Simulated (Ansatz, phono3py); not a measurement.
# Al2O3 (Corundum, R-3c): solver, mesh and scattering choices in phono3py

Aim: with force constants in hand, see how mesh, solver, isotopes and boundaries change the conductivity of Al2O3 (Corundum).

Experimental results on record:
- thermal conductivity 30 W/m/K near room temperature (given in “Combining the AFLOW GIBBS and Elastic Libraries to efficiently and robustly screen thermo-mechanical properties of solids”, 2017, arXiv:1611.05714)

Method: DFT LDA, scalar-relativistic, plane waves, PAW; PAW set soft_1, in the first sound run; inputs show where later runs differ, in Ansatz 0.2.0 and phono3py 4.10.0.

Most raw output is cut from this account.

## 1. The starting structure

Symmetry: R-3c, No. 167, trigonal system. The conventional cell has a = 4.729 Å, b = 4.729 Å, c = 12.890 Å, α = 90.00°, β = 90.00°, γ = 120.00°. Al has 6 O at 1.84 to 1.95 Å nearest. O has 4 Al at 1.84 to 1.95 Å nearest. Farther neighbours and most contacts between anions are not listed.

## 2. The earlier run that gave the force constants

Contents of input.yaml:

```yaml
crystal:
  lattice:
    - [2.3643413569, 1.3650531189, 4.2966958505]
    - [-2.3643413569, 1.3650531189, 4.2966958505]
    - [0.0, -2.7301062378, 4.2966958505]
  atoms:
    - { symbol: Al, position: [0.3519802859, 0.3519802859, 0.3519802859] }
    - { symbol: Al, position: [0.1480197141, 0.1480197141, 0.1480197141] }
    - { symbol: Al, position: [0.6480197141, 0.6480197141, 0.6480197141] }
    - { symbol: Al, position: [0.8519802859, 0.8519802859, 0.8519802859] }
    - { symbol: O, position: [0.5558304635, 0.9441695365, 0.25] }
    - { symbol: O, position: [0.25, 0.5558304635, 0.9441695365] }
    - { symbol: O, position: [0.9441695365, 0.25, 0.5558304635] }
    - { symbol: O, position: [0.4441695365, 0.0558304635, 0.75] }
    - { symbol: O, position: [0.75, 0.4441695365, 0.0558304635] }
    - { symbol: O, position: [0.0558304635, 0.75, 0.4441695365] }
kpoints:
  mp_grid: { grid: [6, 6, 6] }
hamiltonian:
  xc: lda
  pseudopotentials: { kind: paw, azcp: { folder: soft_1 }, xc_functional: pbe }
scf:
  occupations: { method: fixed }
  lower_state_search: "off"
output:
  eigenvalues: true
phonons:
  method: fd
  dielectric: true
  supercell: [2, 2, 2]
  temperatures: { t_max: 1000, t_step: 50 }
  qpath:
    path:
      - [[0.0, 0.0, 0.0], [0.5, 0.0, 0.0], [0.5, 0.23395482, -0.23395482]]
      - [[0.76604518, 0.5, 0.23395482], [0.5, 0.5, 0.5], [0.0, 0.0, 0.0], [0.36697741, 0.0, -0.36697741]]
      - [[0.63302259, 0.36697741, 0.0], [0.5, 0.5, 0.0], [0.63302259, 0.63302259, 0.23395482], [0.5, 0.5, 0.5]]
    npoints: 10
  third_order: { supercell: [2, 2, 2], pair_cutoff: 3.44 }
  lattice_thermal_conductivity:
    qmesh: [13, 13, 13]
    temperatures: [100.0, 150.0, 200.0, 300.0, 400.0, 500.0, 600.0, 800.0]
    isotope_mass_variance: [{ species: Al, variance: 0.0 }, { species: O, variance: 3.359e-05 }]
    solution: relaxation_time
```

Started as:

```
$ ansatz run input.yaml --threads 18 --pin off --max-ram 92160MiB --backend cuda --events-out ev --progress --plain --runs-dir out --max-vram 78GiB
```

It took 11 min on 1 × NVIDIA GB200 with 18 threads of Arm Neoverse V2, shared host; peak memory 2.8 GiB.

Numbers from this step:

- highest frequency: 895.7 cm⁻¹
- κ at 300 K (relaxation time): 38.88 W/m/K
- dipole term: run
- third-order blocks: 2038

## 3. Relaxation-time solution

The base run: each mode relaxes on its own with natural isotopes, and rates are split into normal and umklapp parts.

This step: DFT LDA, scalar-relativistic, plane waves, PAW; PAW set soft_1; phono3py on Ansatz's force constants (phono3py 4.10.0).

Contents of phono3py.yaml:

```yaml
phono3py:
  version: "4.10.0"
  frequency_unit_conversion_factor: 15.633302
  symmetry_tolerance: 1.00000e-05

physical_unit:
  atomic_mass: "AMU"
  length: "angstrom"

space_group:
  type: "R-3c"
  number: 167
  Hall_symbol: "-R 3 2\"c"

primitive_matrix:
- [  1.000000000000000,  0.000000000000000,  0.000000000000000 ]
- [  0.000000000000000,  1.000000000000000,  0.000000000000000 ]
- [  0.000000000000000,  0.000000000000000,  1.000000000000000 ]

supercell_matrix:
- [   2,   0,   0 ]
- [   0,   2,   0 ]
- [   0,   0,   2 ]

# [primitive_cell block left out]
unit_cell:
  lattice:
  - [     2.364341356932580,     1.365053118881190,     4.296695850500000 ] # a
  - [    -2.364341356932580,     1.365053118881190,     4.296695850500000 ] # b
  - [     0.000000000000000,    -2.730106237762380,     4.296695850500000 ] # c
  points:
  - symbol: Al # 1
    coordinates: [  0.351980285900000,  0.351980285900000,  0.351980285900000 ]
    mass: 26.981538
    reduced_to: 1
  - symbol: Al # 2
    coordinates: [  0.148019714100000,  0.148019714100000,  0.148019714100000 ]
    mass: 26.981538
    reduced_to: 2
  - symbol: Al # 3
    coordinates: [  0.648019714100000,  0.648019714100000,  0.648019714100000 ]
    mass: 26.981538
    reduced_to: 3
  - symbol: Al # 4
    coordinates: [  0.851980285900000,  0.851980285900000,  0.851980285900000 ]
    mass: 26.981538
    reduced_to: 4
  - symbol: O # 5
    coordinates: [  0.555830463500000,  0.944169536500000,  0.250000000000000 ]
    mass: 15.999000
    reduced_to: 5
  - symbol: O # 6
    coordinates: [  0.250000000000000,  0.555830463500000,  0.944169536500000 ]
    mass: 15.999000
    reduced_to: 6
  - symbol: O # 7
    coordinates: [  0.944169536500000,  0.250000000000000,  0.555830463500000 ]
    mass: 15.999000
    reduced_to: 7
  - symbol: O # 8
    coordinates: [  0.444169536500000,  0.055830463500000,  0.750000000000000 ]
    mass: 15.999000
    reduced_to: 8
  - symbol: O # 9
    coordinates: [  0.750000000000000,  0.444169536500000,  0.055830463500000 ]
    mass: 15.999000
    reduced_to: 9
  - symbol: O # 10
    coordinates: [  0.055830463500000,  0.750000000000000,  0.444169536500000 ]
    mass: 15.999000
    reduced_to: 10

# [supercell block left out]
phonon_supercell_matrix:
- [   2,   0,   0 ]
- [   0,   2,   0 ]
- [   0,   0,   2 ]

# [phonon_primitive_cell block left out]
# [phonon_supercell block left out]
nac:
  born_effective_charge:
  - # 1 (Al)
    - [  2.963474405521225, -0.027310643508614,  0.000000000000000 ]
    - [  0.027310643508614,  2.963474405521223,  0.000000000000000 ]
    - [  0.000000000000000,  0.000000000000000,  2.931026863845152 ]
  - # 2 (Al)
    - [  2.963474405521225,  0.027310643508614,  0.000000000000000 ]
    - [ -0.027310643508614,  2.963474405521223,  0.000000000000000 ]
    - [  0.000000000000000,  0.000000000000000,  2.931026863845152 ]
  - # 3 (Al)
    - [  2.963474405521224, -0.027310643508614,  0.000000000000000 ]
    - [  0.027310643508614,  2.963474405521222,  0.000000000000000 ]
    - [  0.000000000000000,  0.000000000000000,  2.931026863845152 ]
  - # 4 (Al)
    - [  2.963474405521224,  0.027310643508614,  0.000000000000000 ]
    - [ -0.027310643508614,  2.963474405521223,  0.000000000000000 ]
    - [  0.000000000000000,  0.000000000000000,  2.931026863845152 ]
  - # 5 (O)
    - [ -2.075813574684076,  0.000000000000000,  0.000000000000000 ]
    - [  0.000000000000000, -1.875485632677554,  0.260479036326533 ]
    - [  0.000000000000000,  0.351644526849316, -1.954017909230102 ]
  - # 6 (O)
    - [ -1.925567618179186,  0.086744543432751, -0.225581462612068 ]
    - [  0.086744543432751, -2.025731589182445, -0.130239518163267 ]
    - [ -0.304533093353267, -0.175822263424658, -1.954017909230101 ]
  - # 7 (O)
    - [ -1.925567618179186, -0.086744543432751,  0.225581462612068 ]
    - [ -0.086744543432751, -2.025731589182445, -0.130239518163267 ]
    - [  0.304533093353267, -0.175822263424658, -1.954017909230101 ]
  - # 8 (O)
    - [ -2.075813574684076,  0.000000000000000,  0.000000000000000 ]
    - [  0.000000000000000, -1.875485632677554,  0.260479036326533 ]
    - [  0.000000000000000,  0.351644526849316, -1.954017909230102 ]
  - # 9 (O)
    - [ -1.925567618179187,  0.086744543432751, -0.225581462612068 ]
    - [  0.086744543432751, -2.025731589182445, -0.130239518163267 ]
    - [ -0.304533093353267, -0.175822263424658, -1.954017909230101 ]
  - # 10 (O)
    - [ -1.925567618179186, -0.086744543432751,  0.225581462612068 ]
    - [ -0.086744543432751, -2.025731589182445, -0.130239518163267 ]
    - [  0.304533093353267, -0.175822263424658, -1.954017909230101 ]
  dielectric_constant:
    - [  3.246062244621815,  0.000000000000000,  0.000000000000000 ]
    - [  0.000000000000000,  3.246062244621811,  0.000000000000000 ]
    - [  0.000000000000000,  0.000000000000000,  3.206155143223621 ]
  unit_conversion_factor: 14.399645
```

Started as:

```
$ phono3py phono3py.yaml --mesh 13 13 13 --br --isotope --nu --ts 100 150 200 300 400 500 600 800
```

Wall time 5.7 min (8 threads of Intel Xeon at 2.70GHz, shared host); peak memory 0.18 GiB; 45 min of CPU time.

This step gave:

```yaml
kappa_at_300_k: 38.31 W/m/K
kappa_xx_yy_zz_at_300_k: 35.93, 35.93, 43.05 W/m/K
normal_share_of_three_phonon_scattering_at_300_k: 0.477
```

W/m/K. Kappa, by row:

```csv
T (K),xx,yy,zz,yz,xz,xy
100,380.4,380.4,489.8,0,0,0
150,123.9,123.9,155.5,0,0,0
200,68.15,68.15,83.88,0,0,0
300,35.93,35.93,43.05,0,0,0
400,24.89,24.89,29.38,0,0,0
500,19.22,19.22,22.52,0,0,0
600,15.73,15.73,18.34,0,0,0
800,11.59,11.59,13.45,0,0,0
```

The lattice thermal conductivity by temperature:

```csv
temperature (K),xx (W/m/K),zz (W/m/K)
100,380,490
150,124,156
200,68.2,83.9
300,35.9,43.0
400,24.9,29.4
500,19.2,22.5
600,15.7,18.3
800,11.6,13.4
```

Table of mean scattering rate at 300 K by frequency:

```csv
frequency (THz),normal (1/ps),umklapp (1/ps)
0.6,-,-
1.7,0.017,0.0027
2.8,0.0463,0.0161
3.9,0.0774,0.0411
5.0,0.11,0.0833
6.2,0.115,0.136
7.3,0.117,0.195
8.4,0.153,0.174
9.5,0.146,0.155
10.6,0.164,0.16
11.8,0.148,0.165
12.9,0.152,0.154
14.0,0.175,0.154
15.1,0.225,0.247
16.2,0.315,0.386
17.4,0.376,0.353
18.5,0.395,0.485
19.6,0.506,0.562
20.7,0.535,0.64
21.8,0.708,0.781
22.9,0.869,0.924
24.1,0.83,1.38
25.2,1.37,1.52
26.3,2.17,1.15
```

The base value at 300 K is 38.3 W/(m K).

The lattice thermal conductivity is 35.9 W/m/K at 300 K (xx); 43.0 W/m/K at 300 K (zz).

## 4. Two programs, one set of constants

This step: DFT LDA, scalar-relativistic, plane waves, PAW; PAW set soft_1 (Ansatz 0.2.0).

Ansatz's figure includes its coherence part. Comparison, by row:

```csv
T (K),Ansatz RTA (W/m/K),phono3py RTA (W/m/K),difference (%)
100,417.1,416.9,-0.06
150,134.7,134.4,-0.17
200,73.71,73.39,-0.43
300,38.88,38.3,-1.48
400,27.16,26.39,-2.86
500,21.24,20.32,-4.35
600,17.63,16.6,-5.84
800,13.39,12.21,-8.84
```

## 5. Without isotopes, third order supercell 2×2×2, supercell 2×2×2

Leaving out the isotope term shows how much the natural mass disorder scatters.

This step: DFT LDA, scalar-relativistic, plane waves, PAW; PAW set soft_1; phono3py on Ansatz's force constants (phono3py 4.10.0).

phono3py.yaml is that of step 3.

Started as:

```
$ phono3py phono3py.yaml --mesh 13 13 13 --br --ts 100 150 200 300 400 500 600 800
```

Wall time 5.3 min (8 threads); peak memory 0.18 GiB; 42 min of CPU time.

Numbers from this step:

| Quantity | Value |
| --- | --- |
| κ at 300 K | 38.39 W/m/K |
| κ xx, yy, zz at 300 K | 36.02, 36.02, 43.14 W/m/K |

W/m/K. Kappa, by row:

```csv
T (K),xx,yy,zz,yz,xz,xy
100,382,382,492,0,0,0
150,124.3,124.3,155.9,0,0,0
200,68.34,68.34,84.09,0,0,0
300,36.02,36.02,43.14,0,0,0
400,24.93,24.93,29.43,0,0,0
500,19.25,19.25,22.55,0,0,0
600,15.75,15.75,18.36,0,0,0
800,11.6,11.6,13.46,0,0,0
```

κ at 300 K goes from 38.3 in the base run to 38.4 W/(m K).

## 6. Another q-mesh, third order supercell 2×2×2, supercell 2×2×2

The q-mesh of the transport sums changes, with the same scattering terms.

phono3py.yaml is that of step 5.

Started as:

```
$ phono3py phono3py.yaml --mesh 3 3 3 --br --isotope --ts 100 300 600
```

It took 1.7 s on 8 threads; peak memory 0.12 GiB.

Numbers from this step:

| Quantity | Value |
| --- | --- |
| κ at 300 K | 25.5 W/m/K |
| κ xx, yy, zz at 300 K | 21.94, 21.94, 32.62 W/m/K |

W/m/K. Kappa, by row:

```csv
T (K),xx,yy,zz,yz,xz,xy
100,144.2,144.2,207.8,0,0,0
300,21.94,21.94,32.62,0,0,0
600,10.04,10.04,15.02,0,0,0
```

This mesh is too coarse for the transport sums: κ at 300 K comes out at 25.5 against 38.3 W/(m K) in the base run.

## 7. Another q-mesh, third order supercell 2×2×2, supercell 2×2×2 (run 2)

phono3py.yaml is that of step 6.

Started as:

```
$ phono3py phono3py.yaml --mesh 5 5 5 --br --isotope --ts 100 300 600
```

Wall time 3.3 s (8 threads); peak memory 0.12 GiB.

W/m/K. Kappa, by row:

```csv
T (K),xx,yy,zz,yz,xz,xy
100,251.2,251.2,304.1,0,0,0
300,30.49,30.49,36.59,0,0,0
600,13.7,13.7,16.36,0,0,0
```

This mesh is too coarse for the transport sums: κ at 300 K comes out at 32.5 against 38.3 W/(m K) in the base run.

## 8. Another q-mesh, third order supercell 2×2×2, supercell 2×2×2 (run 3)

phono3py.yaml is that of step 7.

Started as:

```
$ phono3py phono3py.yaml --mesh 9 9 9 --br --isotope --ts 100 300 600
```

Run time: 41 s. Hardware: 8 threads; peak memory 0.13 GiB.

W/m/K. Kappa, by row:

```csv
T (K),xx,yy,zz,yz,xz,xy
100,343.7,343.7,445.9,0,0,0
300,34.55,34.55,41.99,0,0,0
600,15.24,15.24,18.06,0,0,0
```

κ at 300 K goes from 38.3 in the base run to 37.0 W/(m K).

## 9. Another q-mesh, third order supercell 2×2×2, supercell 2×2×2 (run 4)

phono3py.yaml is that of step 8.

Started as:

```
$ phono3py phono3py.yaml --mesh 11 11 11 --br --isotope --ts 100 300 600
```

It took 2.1 min on 8 threads; peak memory 0.15 GiB.

κ at 300 K goes from 38.3 in the base run to 37.7 W/(m K).

## 10. Mesh convergence

This step: DFT LDA, scalar-relativistic, plane waves, PAW; PAW set soft_1 (phono3py 4.10.0).

Series, by row:

```csv
mesh points along each axis,kappa at 100 K (W/m/K),kappa at 300 K (W/m/K),kappa at 600 K (W/m/K),seconds
3,165.4,25.5,11.7,1.69
5,268.8,32.52,14.59,3.33
9,377.8,37.03,16.18,40.98
11,400.8,37.68,16.36,124.4
```

## 11. Boundary scattering, third order supercell 2×2×2, supercell 2×2×2

A boundary term v/L is added to each rate, a simple model of grains or a thin sample.

This step: DFT LDA, scalar-relativistic, plane waves, PAW; PAW set soft_1; phono3py on Ansatz's force constants (phono3py 4.10.0).

phono3py.yaml is that of step 9.

Started as:

```
$ phono3py phono3py.yaml --mesh 13 13 13 --br --isotope --boundary-mfp 0.1 --ts 100 150 200 300 400 500 600 800
```

The job ended after 4.8 min (8 threads; peak memory 0.18 GiB).

Numbers from this step:

```yaml
kappa_at_300_k: 23.81 W/m/K
kappa_xx_yy_zz_at_300_k: 23.22, 23.22, 25.01 W/m/K
```

W/m/K. Kappa, by row:

```csv
T (K),xx,yy,zz,yz,xz,xy
100,34.17,34.17,37.51,0,0,0
150,36.45,36.45,39.64,0,0,0
200,31.54,31.54,34.13,0,0,0
300,23.22,23.22,25.01,0,0,0
400,18.2,18.2,19.61,0,0,0
500,14.98,14.98,16.16,0,0,0
600,12.74,12.74,13.78,0,0,0
800,9.831,9.831,10.68,0,0,0
```

κ at 300 K goes from 38.3 in the base run to 23.8 W/(m K).

## 12. Boundary scattering, third order supercell 2×2×2, supercell 2×2×2 (run 2)

phono3py.yaml is that of step 11.

Started as:

```
$ phono3py phono3py.yaml --mesh 13 13 13 --br --isotope --boundary-mfp 0.3 --ts 100 150 200 300 400 500 600 800
```

It took 4.9 min on 8 threads; peak memory 0.18 GiB.

Numbers from this step:

| Item | Value |
| --- | --- |
| κ at 300 K | 29.68 W/m/K |
| κ xx, yy, zz at 300 K | 28.62, 28.62, 31.78 W/m/K |

W/m/K. Kappa, by row:

```csv
T (K),xx,yy,zz,yz,xz,xy
100,73.2,73.2,81.3,0,0,0
150,58.92,58.92,65.61,0,0,0
200,44.07,44.07,49.08,0,0,0
300,28.62,28.62,31.78,0,0,0
400,21.31,21.31,23.64,0,0,0
500,17.06,17.06,18.93,0,0,0
600,14.26,14.26,15.85,0,0,0
800,10.77,10.77,12.01,0,0,0
```

κ at 300 K goes from 38.3 in the base run to 29.7 W/(m K).

## 13. Direct solution of the linearised equation, third order supercell 2×2×2, supercell 2×2×2

Solving the linearised equation directly keeps the heat that normal processes pass on between modes; it is dearer, so the mesh may be smaller.

phono3py.yaml is that of step 12.

Started as:

```
$ phono3py phono3py.yaml --mesh 11 11 11 --lbte --isotope --ts 100 300 600
```

It took 12 min on 8 threads; peak memory 4.5 GiB.

The run was cut off at its time limit.

## 14. Adding coherences, third order supercell 2×2×2, supercell 2×2×2

Close branches can carry heat by tunnelling between them, which the particle picture leaves out.

phono3py.yaml is that of step 13.

Started as:

```
$ phono3py phono3py.yaml --mesh 13 13 13 --br --isotope --tt smm19 --ts 100 150 200 300 400 500 600 800
```

Wall time 6 min (8 threads); peak memory 0.28 GiB.

This step gave:

- κ at 300 K: 38.86 W/m/K
- κ xx, yy, zz at 300 K: 36.56, 36.56, 43.46 W/m/K

W/m/K. Kappa, by row:

```csv
T (K),xx,yy,zz,yz,xz,xy,intra mean,inter mean
100,380.5,380.5,489.8,0,0,0,416.8,0.1288
150,124.1,124.1,155.6,0,0,0,134.4,0.1601
200,68.48,68.48,84.07,0,0,0,73.39,0.288
300,36.56,36.56,43.46,0,0,0,38.31,0.5567
400,25.74,25.74,29.97,0,0,0,26.39,0.7615
500,20.23,20.23,23.23,0,0,0,20.32,0.9106
600,16.86,16.86,19.15,0,0,0,16.6,1.023
800,12.89,12.89,14.4,0,0,0,12.21,1.181
```

κ at 300 K goes from 38.3 in the base run to 38.9 W/(m K).

## 15. Gaussian smearing, third order supercell 2×2×2, supercell 2×2×2

A Gaussian replaces the tetrahedron method for energy conservation; its width must match the mesh.

phono3py.yaml is that of step 14.

Started as:

```
$ phono3py phono3py.yaml --mesh 13 13 13 --br --isotope --sigma 0.05 --ts 100 300 600
```

The job ended after 5.9 min (8 threads; peak memory 0.19 GiB; 46 min of CPU time).

Numbers from this step:

```
κ at 300 K            : 38.3 W/m/K
κ xx, yy, zz at 300 K : 35.94, 35.94, 43.04 W/m/K
```

W/m/K. Kappa, by row:

```csv
T (K),xx,yy,zz,yz,xz,xy
100,380.2,380.2,487.8,0,0,0
300,35.94,35.94,43.04,0,0,0
600,15.73,15.73,18.34,0,0,0
```

With a width of 0.05 THz κ at 300 K is 38.3 W/(m K), -0.0 % from the tetrahedron value.

## 16. Gaussian smearing, third order supercell 2×2×2, supercell 2×2×2 (run 2)

phono3py.yaml is that of step 15.

Started as:

```
$ phono3py phono3py.yaml --mesh 13 13 13 --br --isotope --sigma 1 --ts 100 300 600
```

Run time: 5.2 min. Hardware: 8 threads; peak memory 0.18 GiB; 41 min of CPU time.

Numbers from this step:

```yaml
kappa_at_300_k: 38.05 W/m/K
kappa_xx_yy_zz_at_300_k: 35.76, 35.76, 42.63 W/m/K
```

With a width of 1 THz κ at 300 K is 38.0 W/(m K), -0.7 % from the tetrahedron value.

## 17. Two-phonon phase space, third order supercell 2×2×2, supercell 2×2×2

The two-phonon density of states counts the channels open to a mode, without matrix elements.

phono3py.yaml is that of step 16.

Started as:

```
$ phono3py phono3py.yaml --mesh 19 19 19 --jdos --gp 0 --num-freq-points 80
```

The job ended after 6.7 s (8 threads; peak memory 0.47 GiB; 21 s of CPU time).

Joint density of states at Gamma against frequency; read off at these points:

```csv
frequency (THz),absorption class (1/THz),decay class (1/THz)
0.0,0,0
2.0,85.8,0.0109
3.4,89.6,0.0347
5.5,73.3,0.0922
7.5,58.3,0.188
9.6,44.4,0.335
10.9,37.3,0.546
13.0,22.8,1.96
15.1,13.6,6.79
17.1,6.58,10.4
18.5,2.38,15.7
20.5,0.700,24.5
22.6,0.216,30.8
23.9,0.105,36.9
26.0,0.00222,40.6
28.1,0,46.1
30.1,0,46.6
31.5,0,49.8
33.5,0,44.9
35.6,0,34
37.0,0,30.8
39.0,0,25.9
41.0,0,15.7
43.1,0,11.7
44.5,0,6.62
46.5,0,4.45
48.6,0,2.19
50.6,0,0.212
52.0,0,0.134
54.0,0,0
```

The joint density of states at Gamma (absorption class) has its highest peak at 3.42 THz.

## 18. Without the dipole term, third order supercell 2×2×2, supercell 2×2×2

Dropping the dipole term tests how much its part of the interpolation matters for κ.

phono3py.yaml is that of step 17.

Started as:

```
$ phono3py phono3py.yaml --mesh 13 13 13 --br --isotope --nonac --ts 100 300 600
```

Run time: 4.5 min. Hardware: 8 threads; peak memory 0.18 GiB.

Numbers from this step:

| Quantity | Value |
| --- | --- |
| κ at 300 K | 30.4 W/m/K |
| κ xx, yy, zz at 300 K | 28.35, 28.35, 34.5 W/m/K |

W/m/K. Kappa, by row:

```csv
T (K),xx,yy,zz,yz,xz,xy
100,267.5,267.5,356.9,0,0,0
300,28.35,28.35,34.5,0,0,0
600,12.93,12.93,15.21,0,0,0
```

κ at 300 K goes from 38.3 to 30.4 W/(m K). Only the interpolation between the solved wavevectors changes, and the fewer these are, the more it matters.

## 19. A changed mass, third order supercell 2×2×2, supercell 2×2×2

Changing one mass at fixed force constants separates the effect of mass from that of bonding.

phono3py.yaml is that of step 18.

Started as:

```
$ phono3py phono3py.yaml --mesh 13 13 13 --br --mass 26.982 26.982 26.982 26.982 12.799 12.799 12.799 12.799 12.799 12.799 --ts 100 300 600
```

Wall time 4.4 min (8 threads); peak memory 0.18 GiB; 35 min of CPU time.

Numbers from this step:

```
κ at 300 K            : 40.2 W/m/K
κ xx, yy, zz at 300 K : 37.06, 37.06, 46.47 W/m/K
```

W/m/K. Kappa, by row:

```csv
T (K),xx,yy,zz,yz,xz,xy
100,448.5,448.5,596.9,0,0,0
300,37.06,37.06,46.47,0,0,0
600,15.36,15.36,18.99,0,0,0
```

Without isotope scattering in either run, κ at 300 K goes from 38.4 to 40.2 W/(m K).

(Continued in part 2 of 2.)

[Logs are printed without paths, hosts, clocks, repeated set-up lines and the standing remarks that a program may print on its own settings, such as how far it seeks lower states.]

[Hosts, paths, dates, database ids (printed as entryN), source tags and the programs' standing remarks are cut or masked in the printed files.]

[A step with changed settings may run another functional than the one named; its input shows which.]
